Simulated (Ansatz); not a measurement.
# Phonons of La2O3 (P-3m1) against volume, part 3 of 4

Wanted: Grüneisen parameters and pressure coefficients of the modes of La2O3 (P-3m1).

Ansatz 0.2.0; DFT PBE, scalar-relativistic, plane waves, PAW; PAW set soft_1.

So far, pressure (GPa): step 2 (bringing the structure to rest) 0.00301; step 3 (tight relaxation) 0.00302.

### Step 5. A member of the series: 1.06 times the volume at rest

The cell is set to 1.06 times the volume at rest, and shape and atoms relax at that volume.

input.yaml

```yaml
crystal:
  lattice:
    - [3.9975781592, 0.0, 0.0]
    - [-1.9987890796, 3.4620042395, 0.0]
    - [0.0, 0.0, 6.3734303117]
  atoms:
    - { symbol: O, position: [0.6666666667, 0.3333333333, 0.3558797398] }
    - { symbol: O, position: [0.3333333333, 0.6666666667, 0.6441202602] }
    - { symbol: O, position: [0.0, 0.0, 0.0] }
    - { symbol: La, position: [0.6666666667, 0.3333333333, 0.7499454553] }
    - { symbol: La, position: [0.3333333333, 0.6666666667, 0.2500545447] }
kpoints:
  mp_grid: { grid: [9, 9, 4] }
hamiltonian:
  xc: pbe
  pseudopotentials: { kind: paw, azcp: { folder: soft_1 } }
scf:
  occupations: { method: fixed }
output:
  forces: true
  stress: true
  eigenvalues: true
relax:
  adjacent_minimum: "off"
  f_tol: 0.001
  max_steps: 60
  cell: { stress_tol: 0.01, fix: [volume] }
```

The run is started by

```sh
$ ansatz run input.yaml --threads 4 --pin off --max-ram 16384MiB --backend cpu --events-out ev --progress --plain --runs-dir out
```

Numbers of over 12 decimals in the logs are rounded to 6 here.

The program printed:

```text
[...]
Crystal: 5 atoms, lattice volume = 88.206 Å³
Basis set: ecut = 420 eV, 1749 PW (Γ), exchange–correlation on 54×54×90 points (8 copies of the dense FFT grid, shifted against one another)
Bands: 25, of which v1, the nominal top of the filled ones, is band 20 counted from 1 (19 counted from 0)
Symmetry: 12 space group operations
[...]
k-points: 43 of 324
[...]
cell:  # Å, volume = 88.2059 Å³
    - [3.988794, 0, 0]
    - [-1.994397, 3.454397, 2.821545693441158e-19]
    - [0, 5.194368234243085e-19, 6.401533]
  atoms:
    - { symbol: O, position: [0.666667, 0.333333, 0.356331] }
    - { symbol: O, position: [0.333333, 0.666667, 0.643669] }
    - { symbol: O, position: [0, 0, 0.0] }
    - { symbol: La, position: [0.666667, 0.333333, 0.748690] }
    - { symbol: La, position: [0.333333, 0.666667, 0.251310] }
[key lines of the parts left out:]
SCF converged after 6 iterations
Free energy (F): -14212.404844 eV
Fermi energy:    8.635826 eV
P = ⅓ Tr σ = -5.6664 GPa (-56.664 kbar)
```

It took 9.7 s on 4 threads of Intel Xeon 6975P-C (Granite Rapids), shared host; peak memory 0.63 GiB; 36 s of CPU time.

The steps of the relaxation:

| step | energy less that of the first step (eV) | largest force component (eV/Å) | pressure (GPa) | volume (Å³) |
| --- | --- | --- | --- | --- |
| 1 | 0.0000 | 0.1301 | -5.97 | 88.21 |
| 2 | 0.0124 | 0.4986 | -4.86 | 88.21 |
| 3 | -0.0016 | 0.0135 | -5.69 | 88.21 |
| 4 | -0.0016 | 0.0073 | -5.68 | 88.21 |
| 5 | -0.0016 | 0.0014 | -5.67 | 88.21 |
| 6 | -0.0016 | 0.0000 | -5.67 | 88.21 |
| 7* | -0.0016 | 0.0001 | -5.67 | 88.21 |
| 8 | -0.0016 | 0.0000 | -5.67 | 88.21 |
| 9* | -0.0016 | 0.0000 | -5.67 | 88.21 |

Relaxation steps marked * repeat the geometry before them on a plane-wave basis chosen anew for their cell, so energy and pressure can jump there. Relaxation step 2 was tried and not accepted.

Forces are held to the 12 operations that the run works with; a distortion that breaks them can't arise in this run.

| conventional cell, symmetrised | before | after | change |
| --- | --- | --- | --- |
| a (Å) | 3.998 | 3.989 | -0.2 % |
| b (Å) | 3.998 | 3.989 | -0.2 % |
| c (Å) | 6.373 | 6.402 | +0.4 % |
| volume (Å³/atom) | 17.64 | 17.64 | +0.0 % |

Final coordinates:

```xyz
5
Lattice="3.9888 0.0000 0.0000 -1.9944 3.4544 0.0000 0.0000 0.0000 6.4015" Properties=species:S:1:pos:R:3 pbc="T T T"
O     1.9944    1.1515    2.2811
O     0.0000    2.3029    4.1205
O     0.0000    0.0000    0.0000
La    1.9944    1.1515    4.7928
La    0.0000    2.3029    1.6088
```

Numbers from this step:

```yaml
pressure: -5.666 GPa
gap_on_the_k_mesh: 3.794 eV
volume_per_atom: 17.64 Å³
```

The largest force component left is 0.026 meV/Å, at a pressure of -5.67 GPa.

For the pressure, step 3 gave 0.00302 GPa; this run, with relaxing cell and atoms and volume ratio 1.06, gives -5.67 GPa.

### Step 6. Modes of this member: 1.06 times the volume at rest

The zone-centre modes follow for 1.06 times the volume at rest, with the response to a field.

input.yaml, the sections that differ from step 5:

```yaml
crystal:
  lattice:
    - [3.9887937734, 0.0, 0.0]
    - [-1.9943968867, 3.4543967383, 0.0]
    - [0.0, 0.0, 6.4015332032]
  atoms:
    - { symbol: O, position: [0.6666666667, 0.3333333333, 0.3563309886] }
    - { symbol: O, position: [0.3333333333, 0.6666666667, 0.6436690114] }
    - { symbol: O, position: [0.0, 0.0, 0.0] }
    - { symbol: La, position: [0.6666666667, 0.3333333333, 0.748690099] }
    - { symbol: La, position: [0.3333333333, 0.6666666667, 0.251309901] }
output:
  eigenvalues: true
phonons:
  method: dfpt
  dielectric: true
  rigid_motions: translations
# kpoints, hamiltonian, scf: as in step 5
# relax: removed
```

The program printed:

```text
[...]
Crystal: 5 atoms, lattice volume = 88.206 Å³
Basis set: ecut = 420 eV, 1761 PW (Γ), exchange–correlation on 54×54×90 points (8 copies of the dense FFT grid, shifted against one another)
Bands: 25, of which v1, the nominal top of the filled ones, is band 20 counted from 1 (19 counted from 0)
Symmetry: 12 space group operations
k-points: 95 of 324 (irreducible under 2 space group operations, time reversal used)
[...]
SCF iter   1: F=—  HF=-14212.844757 eV  |F-HF|=—  |Δ(HF+E_count)|=         —  Δρ=6.52e-2  dr2=3.56e0  ethr=3.10e-3  ⟨swp⟩=3.8  Hψ=9506  notcnv=0  defer=39
[...]
SCF iter  12: F=-14212.404844 eV  HF=-14212.404844 eV  |F-HF|=2.91e-11  |Δ(HF+E_count)|=  8.79e-10  Δρ=1.58e-7  dr2=2.41e-11  ethr=1.00e-12  ⟨swp⟩=21.2  Hψ=20257  notcnv=0
SCF 1 converged in 12 iterations: F = -14212.404844 eV  dr2 = 2.41e-11
[...]
Bands: 21, of which v1, the nominal top of the filled ones, is band 20 counted from 1 (19 counted from 0)
k-points: 110 of 400 (irreducible under 4 space group operations)
[...]
Eigensolver: Dense (110 Hₖ)
SCF iter   1: F=—  HF=-14212.394461 eV  |F-HF|=—  |Δ(HF+E_count)|=         —  Δρ=2.12e-4  dr2=8.86e-6  ethr=1.00e-1
[...]
SCF iter   4: F=-14212.394464 eV  HF=-14212.394464 eV  |F-HF|=2.65e-8  |Δ(HF+E_count)|=   2.59e-7  Δρ=7.35e-6  dr2=4.34e-8  ethr=1.31e-9
SCF 1 converged in 4 iterations: F = -14212.394464 eV  dr2 = 4.34e-8
[...]
SCF converged after 12 iterations
Free energy (F): -14212.404844 eV
[...]
Internal energy: -14212.404844 eV  (E = F + TS)
E sigma→0 (E₀):  -14212.404844 eV
Fermi energy:    8.635823 eV
[...]
--- Band table (eV; the first three rows and the last of 95) ---
  k-point 0: bands = [... 16 lower, 7.1626, 8.4172, 8.4172, 8.6187, 12.6486, 13.1865, 13.1865, 13.3647, ... 1 higher]
  k-point 1: bands = [... 16 lower, 7.4433, 8.3512, 8.4473, 8.4473, 12.8061, 13.2098, 13.2098, 13.4098, ... 1 higher]
  k-point 2: bands = [... 16 lower, 7.7243, 8.0093, 8.4806, 8.4806, 13.0419, 13.1816, 13.2300, 13.2300, ... 1 higher]
  k-point 94: bands = [... 16 lower, 7.9381, 8.1284, 8.4274, 8.6345, 12.9455, 13.0727, 13.1568, 13.4752, ... 1 higher]
[...]
ASR residual: 1.549e-4 → 0.000e0 eV/Å²; symmetrization residual: 2.878e-6 eV/Å²
  ASR residual per site (eV/Å²): 3.30e-5 3.30e-5 1.55e-4 8.24e-5 8.24e-5
[...]
ε∞ (high-frequency dielectric tensor):
        4.765128    -0.000000     0.000000
        0.000000     4.765128     0.000000
        0.000000     0.000000     4.601020
  ε⁰ (static dielectric tensor: ions relaxed, cell fixed):
       51.913508     0.000000     0.000000
        0.000000    51.913508     0.000000
        0.000000     0.000000    46.979642
  ε⁰ − ε∞ (ionic part):
       47.148380     0.000000     0.000000
        0.000000    47.148380     0.000000
        0.000000     0.000000    42.378622
[...]
Born effective charges Z* (e; rows j = field, columns β = displacement):
    site 0:
        -2.85982   -0.00000   -0.00000
         0.00000   -2.85982    0.00000
        -0.00000    0.00000   -2.46318
    site 1:
        -2.85982   -0.00000   -0.00000
         0.00000   -2.85982    0.00000
        -0.00000    0.00000   -2.46318
    site 2:
        -2.63060   -0.00000   -0.00000
         0.00000   -2.63060    0.00000
        -0.00000    0.00000   -2.61069
    site 3:
         4.17512    0.00000    0.00000
        -0.00000    4.17512   -0.00000
         0.00000   -0.00000    3.76852
    site 4:
         4.17512    0.00000    0.00000
        -0.00000    4.17512   -0.00000
         0.00000   -0.00000    3.76852
  Z* charge neutrality: 6.989e-4 e pre-enforcement
  solved inside a basis spanned on kpoints, on 10×10×4 k-points, its susceptibility summed on 12×12×6: ε∞ is read to err by 1.3e-2, Z* by 1.4e-2 e (field_mesh: kpoints solves on kpoints); Z* is corrected for what the basis lacks
  optical modes at Γ without the LO–TO term, one row a degenerate level:
      ω (cm⁻¹)  modes    IR ((D/Å)²/amu)
         87.62      2             0.0000
        111.14      2            43.7655
        130.80      1            29.7437
        160.30      1             0.0000
        313.08      2            34.9475
        350.30      2             0.0000
        365.84      1             0.0000
        402.30      1             2.3003
  optical modes at Γ + LO–TO along q̂ = [1.0000, 0.0000, 0.0000]:
      ω (cm⁻¹)  modes    IR ((D/Å)²/amu)
         87.62      2             0.0000
        111.14      1            21.8828
        130.80      1            29.7437
        160.30      1             0.0000
        225.59      1             1.7183
        313.08      1            17.4737
        350.30      2             0.0000
        365.84      1             0.0000
[...]
optical modes at Γ + LO–TO along q̂ = [0.0000, 1.0000, 0.0000]:
      ω (cm⁻¹)  modes    IR ((D/Å)²/amu)
[...]
350.30      2             0.0000
        365.84      1             0.0000
        402.30      1             2.3003
        509.11      1            37.6382
  optical modes at Γ + LO–TO along q̂ = [0.0000, 0.0000, 1.0000]:
      ω (cm⁻¹)  modes    IR ((D/Å)²/amu)
         87.62      2             0.0000
        111.14      2            43.7655
        160.30      1             0.0000
        313.08      2            34.9475
        350.30      2             0.0000
        360.84      1             7.8302
        365.84      1             0.0000
        465.99      1            24.2138
```

Run time: 53 s. Hardware: 4 threads; peak memory 1.5 GiB; 3.3 min of CPU time.

Numbers from this step:

```yaml
sum_rule_residual_before_enforcement: 1.55e-4 eV/Å²
miss_of_the_charge_sum_rule: 6.99e-4 e
estimated_error_of_the_dielectric_tensor: 0.01314
estimated_error_of_the_born_charges: 0.01399 e
highest_optical_mode_at_the_zone_centre_no_lo_to_term: 402.3 cm⁻¹
lowest_optical_zone_centre_mode: 87.62 cm⁻¹
mean_high_frequency_dielectric_constant: 4.710
largest_born_charge_third_of_the_trace: 4.040 e
mean_static_dielectric_constant: 50.27
top_of_the_zone_centre_spectrum_with_the_field: 509.1 cm⁻¹
```

Without the LO-TO term. Patterns of degenerate modes are one choice out of their space. The modes at Γ (shares of kinetic energy by element, %):

| mode | frequency (cm⁻¹) | symmetry | O % | La % |
| --- | --- | --- | --- | --- |
| 1 | 0.0 | acoustic | 15 | 85 |
| 2 | 0.0 | acoustic | 15 | 85 |
| 3 | 0.0 | acoustic | 15 | 85 |
| 4 | 87.6 | Eg | 1 | 99 |
| 5 | 87.6 | Eg | 1 | 99 |
| 6 | 111.1 | Eu | 91 | 9 |
| 7 | 111.1 | Eu | 91 | 9 |
| 8 | 130.8 | A2u | 87 | 13 |
| 9 | 160.3 | A1g | 9 | 91 |
| 10 | 313.1 | Eu | 94 | 6 |
| 11 | 313.1 | Eu | 94 | 6 |
| 12 | 350.3 | Eg | 99 | 1 |
| 13 | 350.3 | Eg | 99 | 1 |
| 14 | 365.8 | A1g | 91 | 9 |
| 15 | 402.3 | A2u | 99 | 1 |

Transverse modes. Infrared lines, with heights relative to the strongest:

| position (cm⁻¹) | label | relative intensity |
| --- | --- | --- |
| 88 | Eg | 0.0 |
| 111 | Eu | 100 |
| 131 | A2u | 68 |
| 160 | A1g | 0.0 |
| 313 | Eu | 80 |
| 350 | Eg | 0.0 |
| 366 | A1g | 0.0 |
| 402 | A2u | 5.3 |

Without the LO-TO term the lowest optical mode is real, 87.6 cm⁻¹, and the highest lies at 402.3 cm⁻¹.

### Step 7. A member of the series: 0.9 times the volume at rest

The cell is set to 0.9 times the volume at rest, and shape and atoms relax at that volume.

input.yaml

```yaml
crystal:
  lattice:
    - [3.8561519398, 0.0, 0.0]
    - [-1.9280759699, 3.3395255407, 0.0]
    - [0.0, 0.0, 5.815613524]
  atoms:
    - { symbol: O, position: [0.6666666667, 0.3333333333, 0.3506289682] }
    - { symbol: O, position: [0.3333333333, 0.6666666667, 0.6493710318] }
    - { symbol: O, position: [0.0, 0.0, 0.0] }
    - { symbol: La, position: [0.6666666667, 0.3333333333, 0.7590447728] }
    - { symbol: La, position: [0.3333333333, 0.6666666667, 0.2409552272] }
kpoints:
  mp_grid: { grid: [9, 9, 4] }
hamiltonian:
  xc: pbe
  pseudopotentials: { kind: paw, azcp: { folder: soft_1 } }
scf:
  occupations: { method: fixed }
output:
  forces: true
  stress: true
  eigenvalues: true
relax:
  adjacent_minimum: "off"
  f_tol: 0.001
  max_steps: 60
  cell: { stress_tol: 0.01, fix: [volume] }
```

The program printed:

```text
[...]
Crystal: 5 atoms, lattice volume = 74.892 Å³
Basis set: ecut = 420 eV, 1495 PW (Γ), exchange–correlation on 54×54×80 points (8 copies of the dense FFT grid, shifted against one another)
Bands: 25, of which v1, the nominal top of the filled ones, is band 20 counted from 1 (19 counted from 0)
Symmetry: 12 space group operations
[...]
k-points: 43 of 324
[...]
cell:  # Å, volume = 74.8918 Å³
    - [3.872750, 0, 0.0]
    - [-1.936375, 3.353900, -5.296784179357939e-19]
    - [0.0, -9.224079687869897e-19, 5.765871]
  atoms:
    - { symbol: O, position: [0.666667, 0.333333, 0.349097] }
    - { symbol: O, position: [0.333333, 0.666667, 0.650903] }
    - { symbol: O, position: [0, 0, 0] }
    - { symbol: La, position: [0.666667, 0.333333, 0.760941] }
    - { symbol: La, position: [0.333333, 0.666667, 0.239059] }
[key lines of the parts left out:]
SCF converged after 6 iterations
Free energy (F): -14212.164884 eV
Fermi energy:    10.905243 eV
P = ⅓ Tr σ = 13.8595 GPa (138.595 kbar)
```

Wall time 8.6 s (4 threads); peak memory 0.6 GiB; 32 s of CPU time.

Step by step:

| step | energy less that of the first step (eV) | largest force component (eV/Å) | pressure (GPa) | volume (Å³) |
| --- | --- | --- | --- | --- |
| 1 | 0.0000 | 0.1804 | 14.56 | 74.89 |
| 2 | 0.0055 | 0.4656 | 13.16 | 74.89 |
| 3 | -0.0031 | 0.0077 | 14.05 | 74.89 |
| 4 | -0.0031 | 0.0484 | 13.85 | 74.89 |
| 5 | -0.0035 | 0.0028 | 13.87 | 74.89 |
| 6 | -0.0035 | 0.0001 | 13.88 | 74.89 |
| 7* | -0.0036 | 0.0002 | 13.88 | 74.89 |
| 8 | -0.0036 | 0.0001 | 13.86 | 74.89 |
| 9* | -0.0036 | 0.0001 | 13.86 | 74.89 |

Relaxation steps marked * repeat the geometry before them on a plane-wave basis chosen anew for their cell, so energy and pressure can jump there. Relaxation step 2 was tried and not accepted.

The run keeps the 12 symmetry operations that it works with, so distortions that break them were not tested.

| conventional cell, symmetrised | before | after | change |
| --- | --- | --- | --- |
| a (Å) | 3.856 | 3.873 | +0.4 % |
| b (Å) | 3.856 | 3.873 | +0.4 % |
| c (Å) | 5.816 | 5.766 | -0.9 % |
| volume (Å³/atom) | 14.98 | 14.98 | +0.0 % |

The atoms that moved most (Å, as changes of fractional coordinates times the final cell):

| atom | dx | dy | dz | length |
| --- | --- | --- | --- | --- |
| La5 | 0.000 | 0.000 | -0.011 | 0.011 |
| La4 | 0.000 | 0.000 | 0.011 | 0.011 |
| O1 | 0.000 | 0.000 | -0.009 | 0.009 |
| O2 | 0.000 | 0.000 | 0.009 | 0.009 |

Final coordinates:

```xyz
5
Lattice="3.8727 0.0000 0.0000 -1.9364 3.3539 0.0000 0.0000 0.0000 5.7659" Properties=species:S:1:pos:R:3 pbc="T T T"
O     1.9364    1.1180    2.0129
O     0.0000    2.2359    3.7530
O     0.0000    0.0000    0.0000
La    1.9364    1.1180    4.3875
La    0.0000    2.2359    1.3784
```

This step gave:

```yaml
pressure: 13.86 GPa
gap_on_the_k_mesh: 3.872 eV
volume_per_atom: 14.98 Å³
```

The largest force component left is 0.056 meV/Å, at a pressure of 13.86 GPa.

(Continued in part 4 of 4.)

[Logs are printed without paths, hosts, clocks, repeated set-up lines and the standing remarks that a program may print on its own settings, such as how far it seeks lower states.]

[Hosts, paths, dates, database ids (printed as entryN), source tags and the programs' standing remarks are cut or masked in the printed files.]
